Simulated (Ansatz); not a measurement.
Two G0W0 runs on InSe (P-6m2).

Symmetry: P-6m2, No. 187, hexagonal system. The conventional cell has a = 3.975 Å, b = 3.975 Å, c = 16.264 Å, α = 90.00°, β = 90.00°, γ = 120.00°. In has 3 Se at 2.62 Å and 1 In at 2.74 Å nearest. Nearest to In lie 3 Se at 2.62 Å and 1 In at 2.74 Å. Se has 3 In at 2.62 Å nearest. Nearest to Se lie 3 In at 2.62 Å. Farther neighbours and most contacts between anions are not listed.

```cif
data_structure
_symmetry_space_group_name_H-M 'P 1'
_symmetry_Int_Tables_number 1
_cell_length_a 3.9749
_cell_length_b 3.9749
_cell_length_c 16.2636
_cell_angle_alpha 90.000
_cell_angle_beta 90.000
_cell_angle_gamma 120.000
_cell_volume 222.53
loop_
_atom_site_label
_atom_site_type_symbol
_atom_site_fract_x
_atom_site_fract_y
_atom_site_fract_z
_atom_site_occupancy
In1 In 0.00000 0.00000 0.58430 1
In2 In 0.00000 0.00000 0.41570 1
In3 In 0.33333 0.66667 0.91570 1
In4 In 0.33333 0.66667 0.08430 1
Se5 Se 0.66667 0.33333 0.83783 1
Se6 Se 0.66667 0.33333 0.16217 1
Se7 Se 0.33333 0.66667 0.66210 1
Se8 Se 0.33333 0.66667 0.33790 1
```

The structure was relaxed with LDA. The runs that relaxed it are not among those shown. PAW set soft_2, made with PBE.

The first (Ansatz 0.2.0; start LDA, 6×6×1 mesh, 389 empty bands, screening to 84 eV; 1 × NVIDIA H100 80GB HBM3 (shared by 6 runs) with 3 threads of AMD EPYC 7R13 (Zen 3), shared host) gave, on its mesh: starting gap 0.17 eV, G0W0 gap 1.14 eV, RPA ε∞ (mean) 212.76, 20 s.

Question: The second changes mesh from 6×6×1 to 6×6×2 and frequency model from contour deformation to plasmon pole. What does it give?

It gave: starting gap 0.17 eV, G0W0 gap 0.92 eV, RPA ε∞ (mean) 107.83, 72 s. The G0W0 gap moves by −0.21 eV, +0.003 eV from the start and −0.22 eV from the correction. Σc changes by −0.31 eV at the valence top and −0.08 eV at the conduction bottom, and Σx − Vxc between them by −0.44 eV.

Limits: not at the basis limit; screening runs away on this mesh; no spin-orbit coupling; coarse k mesh.

[Paths, hosts, dates, memory and timing lines, banners, echoed tables and standing remarks are left out of the program output.]

[Logs are printed without paths, hosts, clocks, repeated set-up lines and the standing remarks that a program may print on its own settings, such as how far it seeks lower states.]

[Runs of the session that timed out or met a known fault of the program may be left out.]

[Cells called generated may have been cut or substituted from an entry of the Crystallography Open Database or the Materials Project.]

[Hosts, paths, dates, database ids (printed as entryN), source tags and the programs' standing remarks are cut or masked in the printed files.]
